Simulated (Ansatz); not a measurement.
# Formation energy and levels of the substitutional impurity W_Si in SiC (P6_3mc)

Charge states of W_Si in SiC (P6_3mc), set against the band edges. Model: a cell of 108 host atoms with 1 Si taken out and 1 W put in.

Method: place-levels on r2SCAN runs: charge-transition levels and formation energies with image-charge correction and potential alignment at the atomic sites; PAW set soft_1, in Ansatz 0.2.0.

Experimental background.

For SiC, 6H (bulk crystal, literature), “Charge spill-out and work function of few-layer graphene on SiC(0001)” (2018, arxiv:1806.04908) quotes earlier work: band gap (indirect gap, experimental literature value) 3.03 eV [Literature value cited in passing in the theory part; temperature and measurement method …].

Report form: the programs' logs are mostly left out.

## Step 1: Set-up

The cell holds 108 atoms: 53 Si, 54 C and 1 W. Its edges and angles: a = 9.236 Å, b = 9.236 Å, c = 15.108 Å, α = 90.0°, β = 90.0°, γ = 120.0°. It derives from SiC (space group P6_3mc). Nearest the centre at fractional (0.667, 0.667, 0.500): W101 at 0.00 Å, C71 at 1.89 Å, C107 at 1.89 Å, C59 at 1.89 Å, C104 at 1.89 Å, Si77 at 3.08 Å, Si53 at 3.08 Å, Si5 at 3.08 Å.

The host's dielectric constants go in as inputs: (7.09, 7.09, 7.35) for the electrons alone, (10.43, 10.43, 10.95) with the ions, computed on the host (DFPT, PBEsol, on the r2SCAN cell), and a cell off the functional's own equilibrium shifts the ionic part.

The cell's shortest repeat is 9.2 Å.

## Step 2: The runs of each charge state

A transition level is the Fermi level at which two charge states cost the same, so each charge needs its own total energy, at its own relaxed structure.

Random displacements of about 0.05 Å break the site symmetry at the start, so that the relaxation can reach a distorted minimum if there is one. Forces are taken at one point at (¼, ¼, ¼). The cell holds 1 electron more than the neutral one, with a uniform background that keeps it neutral on the whole. The electron count is odd, so at least one spin is unpaired; this run locks the moment at 1 μB.

The sampling was tested on the host first: at the k-points planned (1x1x1 shifted 0.25 0.25 0.25) its energy lies -0.041 eV an atom from the dense-mesh value, a large miss, so this sampling is coarse for the host.

One state's input; the others differ in charge, spin, start and seed, and in occupations where the table says so.

The input, qm1_M1.relax/input.yaml:

```yaml
crystal:
  lattice:
    - [3.07866498, 0.0, 0.0]
    - [-1.53933249, 2.66620208, 0.0]
    - [0.0, 0.0, 15.1078644]
  atoms:
    - { symbol: Si, position: [0.33333333, 0.66666667, 0.8329854] }
    - { symbol: Si, position: [0.66666667, 0.33333333, 0.3329854] }
    - { symbol: Si, position: [0.66666667, 0.33333333, 0.66650102] }
    - { symbol: Si, position: [0.33333333, 0.66666667, 0.16650102] }
    - { symbol: Si, position: [0.0, 0.0, 0.49972248] }
    - { symbol: Si, position: [0.0, 0.0, 0.99972248] }
    - { symbol: C, position: [0.0, 0.0, 0.87436694] }
    - { symbol: C, position: [0.0, 0.0, 0.37436694] }
    - { symbol: C, position: [0.33333333, 0.66666667, 0.70799668] }
    - { symbol: C, position: [0.66666667, 0.33333333, 0.20799668] }
    - { symbol: C, position: [0.66666667, 0.33333333, 0.54152848] }
    - { symbol: C, position: [0.33333333, 0.66666667, 0.04152848] }
  supercell: [3, 3, 1]
  defects: [{ substitution: { at: 100, symbol: W } }]
total_charge: -1
basis:
  ecutwfc: 500
  xc_grid: 2
hamiltonian:
  xc: r2scan
  pseudopotentials: { kind: paw, azcp: { folder: soft_1 } }
kpoints:
  mp_grid: { grid: [1, 1, 1], shift: [0.25, 0.25, 0.25] }
magnetization:
  spin_polarized: true
  initial_magnetization: 1
  spin_locking: { lock_magnetization: hard }
scf:
  occupations: { method: fixed }
  max_iter: 60
output:
  forces: true
  charged_corrections:
    epsilon: [7.09, 7.09, 7.35]
    static_epsilon: [10.43, 10.43, 10.95]
relax:
  f_tol: 0.02
  max_steps: 80
  random_displacement: { amplitude: 0.05, seed: 4449 }
checkpoint:
  write: "../qm1_M1.relax.run"
  compress: false
  write_wavefunctions: true
  write_every: 100000
```

Run with:

```
ansatz run input.yaml --threads 4 --pin off --max-ram 15073MiB --backend cpu --events-out ev --progress --plain --runs-dir out
```

The relaxed structure is kept and the sampling changed to a 2×2×2 shifted mesh.

The run of this state that the levels use, under r2SCAN:

The input, qm1_M1.point/input.yaml:

```yaml
crystal:
  checkpoint: "../qm1_M1.relax.run"
  host: checkpoint
total_charge: -1
basis:
  ecutwfc: 500
  xc_grid: 2
hamiltonian:
  xc: r2scan
  pseudopotentials: { kind: paw, azcp: { folder: soft_1 } }
kpoints:
  mp_grid: { grid: [2, 2, 2], shift: [0.5, 0.5, 0.5] }
magnetization:
  spin_polarized: true
  initial_magnetization: 1
  spin_locking: { lock_magnetization: hard }
scf:
  occupations: { method: fermi_dirac, width: 0.01 }
  max_iter: 60
output:
  forces: true
  eigenvalues: true
  charged_corrections:
    epsilon: [7.09, 7.09, 7.35]
    static_epsilon: [10.43, 10.43, 10.95]
    defect_position: [0.666667, 0.666667, 0.499722]
  eigenstates: { localisation: true }
  populations: true
  efg: {}
checkpoint:
  read: "../qm1_M1.relax.run"
  write: "../qm1_M1.point.run"
  compress: false
  write_wavefunctions: false
  write_every: 100000
```

Relaxations under r2SCAN at one point at (¼, ¼, ¼); times on 4 threads of Arm Neoverse V1, shared host:

| charge | moment (μB) | occupations | outcome | steps | largest displacement against the far atoms (Å) | time |
| --- | --- | --- | --- | --- | --- | --- |
| −1 | 1 | fixed | converged | 7 | 0.16 | 8.7 min |
| 0 | 0 | fixed | converged | 13 | 0.20 | 7.5 min |
| 0 | 2 | fixed | converged | 5 | 0.17 | 7 min |
| +1 | 1 | fixed | converged | 6 | 0.12 | 9.6 min |

Single points under r2SCAN at a 2×2×2 shifted mesh; times on 4 threads of Arm Neoverse V1, shared host:

```csv
charge,moment (μB),occupations,outcome,time
−1,1,fermi-dirac,converged,8.6 min
0,0,fermi-dirac,converged,4.2 min
0,2,fermi-dirac,converged,8.5 min
+1,1,fermi-dirac,converged,12 min
```

Distances (Å) from W101 to the nearest atoms after relaxation with r2SCAN:

| charge | moment (μB) | 1. | 2. | 3. | 4. | 5. | 6. |
| --- | --- | --- | --- | --- | --- | --- | --- |
| −1 | 1 | C 2.02 | C 2.03 | C 2.03 | C 2.05 | Si 3.09 | Si 3.09 |
| 0 | 0 | C 1.99 | C 2.01 | C 2.01 | C 2.02 | Si 3.03 | Si 3.03 |
| 0 | 2 | C 2.02 | C 2.02 | C 2.02 | C 2.03 | Si 3.10 | Si 3.10 |
| +1 | 1 | C 1.98 | C 1.99 | C 1.99 | C 1.99 | Si 3.10 | Si 3.10 |

## Step 3: Placing the levels, r2SCAN

A charged cell interacts with its images and the background, and its potential has another zero than the host's. place-levels removes the first by a point-charge model, screened by the static dielectric constant since the ions have relaxed around the charge, and the second by comparing potentials at atoms far from the defect.

The host is a run of the defect-free crystal in the same cutoffs, grids and k-points, so that basis and sampling errors cancel in part in the differences. The host is run in a cell of 12 atoms on a matching mesh. Its band edges are searched through the zone by a band path, so the gap is smaller than, or equal to, that on the mesh. Chemical potentials are energies per atom of Si (diamond) and W (bcc), run with the same functional and cutoff.

The input, levels.point.yaml:

```yaml
host:
  run: host.point.run
states: [qm1_M1.point.run, q0.point.run, q0_M2.point.run, qp1_M1.point.run]
geometry_from:
  qm1_M1.point.run: qm1_M1.relax.run
  q0.point.run: q0.relax.run
  q0_M2.point.run: q0_M2.relax.run
  qp1_M1.point.run: qp1_M1.relax.run
  host.point.run: host.relax.run
chemical_potentials:
  Si:
    energy: -639.06578
    dataset: <sha256 of the dataset>
  W:
    energy: -10398.256653
    dataset: <sha256 of the dataset>
epsilon: [7.09, 7.09, 7.35]
static_epsilon: [10.43, 10.43, 10.95]
vertical:
  - { from: qm1_M1.point.run, to: qm1_M1.point_neutral.run }
  - { from: qp1_M1.point.run, to: qp1_M1.point_neutral.run }
```

Run with:

```
ansatz place-levels levels.point.yaml -- --threads 4 --pin off --max-ram 15073MiB
```

The job ended after 0.59 s (4 threads of Arm Neoverse V1, shared host).

Levels between the charges placed, in eV above the valence top:

```
        gap (eV)  (+1/0)  (0/−1)
r2SCAN      2.37    1.32    2.42
```

Corrections by state:

```
charge  moment (μB)  image terms and alignment (eV)  band filling (eV)                                  ε used  over the lowest of its charge, as the program ranks them, band filling apart (eV)
    +1          1.0                           0.348                  -  principal values (10.43, 10.43, 10.95)                                                                              0.000
     0          2.0                           0.000                  -                                       -                                                                              0.000
    −1          1.0                          -0.073             -0.189  principal values (10.43, 10.43, 10.95)                                                                              0.000
     0          0.0                           0.000                  -                                       -                                                                              0.661
```

The charged structures listed were also run neutral, and place-levels reads from each pair, by the potential or the spins, how wide the charge is by which they differ; that can be the carrier of either run.

```csv
charge,rms radius (Å),spread where it is widest against the cell (Å),wide from (Å),reading
+1,2.1,1.16,1.39,narrow
−1,3.8,1.93,1.39,wide
```

The neutral runs of these pairs need not share the spin of the lowest neutral state, and very wide values only mean spread over the cell.

From the program's caveats on the states, each cut to its opening words:

- charge +1 (1 μB), 0 (2 μB), −1 (1 μB): flagged: stability check not made
- charge −1 (1 μB): it parts from the run at its places by a charge that spreads by about 1.9 Å along one vector (1.4 Å or more is wide), by its potential at epsilon [7.09, 7.09, [...]
- charge −1 (1 μB): a band-filling correction moves a carrier to the host's band edge, which changes its energy by -0.189 eV
- charge −1 (1 μB): the host's ions (past the first shell or, of a walk that freed a part, those that it held) aren't shown at rest: they stand up to 0.033 Å off their sites, 1.09 [...]
- charge −1 (1 μB): its moments are held at its close (magnetization.spin_locking), by a field of 0.025 eV a Bohr magneton, and its energy and levels are of the state that this [...]
- charge 0: its sublattices stand up to 0.0150 Å off the host's, which by the two runs' forces adds about +0.01 eV to its energy against the host's, and moves the band [...]

The host's formation energy from the elements is -0.356 eV per atom; it sets how far the chemical potentials can move.

Limit set by the element alone; other compounds of these elements are not counted. Chemical potentials from the elements' reference states: C 0.00 eV, Si -0.71 eV, W 0.00 eV. Formation energies (C-rich), with the Fermi level at the valence top and at the conduction bottom (gap 2.37 eV):

| charge | at valence top (eV) | at conduction bottom (eV) | correction included (eV) |
| --- | --- | --- | --- |
| +1 | 2.59 | 4.95 | 0.35 |
| 0 | 3.90 | 3.90 | 0.00 |
| −1 | 6.33 | 3.96 | -0.26 |

Fermi level (eV), lowest formation energy (eV) and a bar from the least value:
```
     0.00       2.59 
     0.22       2.80 #####
     0.43       3.02 ##########
     0.65       3.23 ###############
     0.86       3.45 ####################
     1.08       3.66 ########################
     1.29       3.88 #############################
     1.51       3.90 ##############################
     1.72       3.90 ##############################
     1.94       3.90 ##############################
     2.15       3.90 ##############################
     2.37       3.90 ##############################
```

Limit set by the element alone; other compounds of these elements are not counted. Chemical potentials from the elements' reference states: Si 0.00 eV, C -0.71 eV, W 0.00 eV. Formation energies (Si-rich), with the Fermi level at the valence top and at the conduction bottom (gap 2.37 eV):

| charge | at valence top (eV) | at conduction bottom (eV) | correction included (eV) |
| --- | --- | --- | --- |
| +1 | 3.30 | 5.67 | 0.35 |
| 0 | 4.62 | 4.62 | 0.00 |
| −1 | 7.04 | 4.67 | -0.26 |

| Fermi level (eV) | lowest formation energy (eV) |
| --- | --- |
| 0.00 | 3.30 |
| 0.22 | 3.51 |
| 0.43 | 3.73 |
| 0.65 | 3.94 |
| 0.86 | 4.16 |
| 1.08 | 4.37 |
| 1.29 | 4.59 |
| 1.51 | 4.62 |
| 1.72 | 4.62 |
| 1.94 | 4.62 |
| 2.15 | 4.62 |
| 2.37 | 4.62 |

## Step 4: Effect of the sampling

The relaxations' own energies give the levels at their sampling, for comparison.

The input, levels.relax_mesh.yaml:

```yaml
host:
  run: host.relax.run
states: [qm1_M1.relax.run, q0.relax.run, q0_M2.relax.run, qp1_M1.relax.run]
chemical_potentials:
  Si:
    energy: -639.06578
    dataset: <sha256 of the dataset>
  W:
    energy: -10398.256653
    dataset: <sha256 of the dataset>
```

Run with:

```
ansatz place-levels levels.relax_mesh.yaml -- --threads 4 --pin off --max-ram 15073MiB
```

Run time: 0.2 s. Hardware: 4 threads.

Levels between neighbouring charges, in eV above the valence top:

```
                        gap (eV)  (+1/0)  (0/−1)
one point at (¼, ¼, ¼)      2.38    1.48    2.43
  a 2×2×2 shifted mesh      2.37    1.32    2.42
```

Going from one point at (¼, ¼, ¼) to a 2×2×2 shifted mesh moves the levels that carry no band-filling term by up to 0.16 eV and formation energies against the elements by up to 0.44 eV; band-filling terms, which differ between samplings, are in these energies.

## Step 5: Summary of results

```
gap of the host                                                          : 2.37 eV (r2SCAN)
level (plus 1/0)                                                         : 1.32 eV above the valence top
level (0/minus 1)                                                        : 2.42 eV above the valence top, past the conduction bottom (2.61 eV above the valence top without the band-filling term)
lowest of the charges placed, just above the valence top (0.02 eV)       : +1
lowest of the charges placed, just below the conduction bottom (0.02 eV) : 0
lowest formation energy at mid-gap of the charges run, C-rich            : 3.77 eV
lowest formation energy at mid-gap of the charges run, Si-rich           : 4.48 eV
```

**Reading.** Of the charges placed (−1, 0 and +1), the lowest changes at 1.32 eV (+1/0) above the valence top, in a gap of 2.37 eV. Charges above +1 were not placed, so these runs say nothing of levels that involve them. States placed: +1 at 1 μB; 0 at 2 μB and 0 μB; −1 at 1 μB. Other spin states or structures, where not listed, weren't placed. The program finds carriers beyond a band edge of the host and adds a band-filling term at charge −1 (-0.19 eV); steps to such a charge show no bound level, and a defect level inside a band would be read the same way. W is taken at its element; compounds, which aren't counted here, bound the chemical potentials and would shift these formation energies. Going from one point at (¼, ¼, ¼) to a 2×2×2 shifted mesh moves the levels that carry no band-filling term by up to 0.16 eV and formation energies against the elements by up to 0.44 eV; band-filling terms, which differ between samplings, are in these energies. Limits: r2SCAN makes the gap too small and tends to spread out bound carriers; spin–orbit coupling, which can matter with heavy atoms, is left out; force components of up to 0.73 eV/Å remain in a run at the final settings.

Comparison with the measured values:

| quantity | measured | r2SCAN |
| --- | --- | --- |
| band gap (least gap of the host) (eV) | 3.03 | 2.37 (-0.66 eV) |

Measured values from arxiv:1806.04908 (2018).

Verdict: The band gap is off by -0.66 eV: a clear miss. Local and semilocal functionals usually give gaps below the measured ones. Zero-point and thermal motion shift the measured gap.

[Logs are printed without paths, hosts, clocks, repeated set-up lines and the standing remarks that a program may print on its own settings, such as how far it seeks lower states.]

[Hosts, paths, dates, database ids (printed as entryN), source tags and the programs' standing remarks are cut or masked in the printed files.]

[Where a table of states has a column of steps, it counts the stored structures, which are thinned; the runs took as many ionic steps or more.]

[A defect's name tells the site on which it was built; relaxed atoms can leave that site.]

[For some hosts the program warned that the k-mesh of the response run may be too coarse for force constants and the static dielectric constant; such warnings are not shown here.]
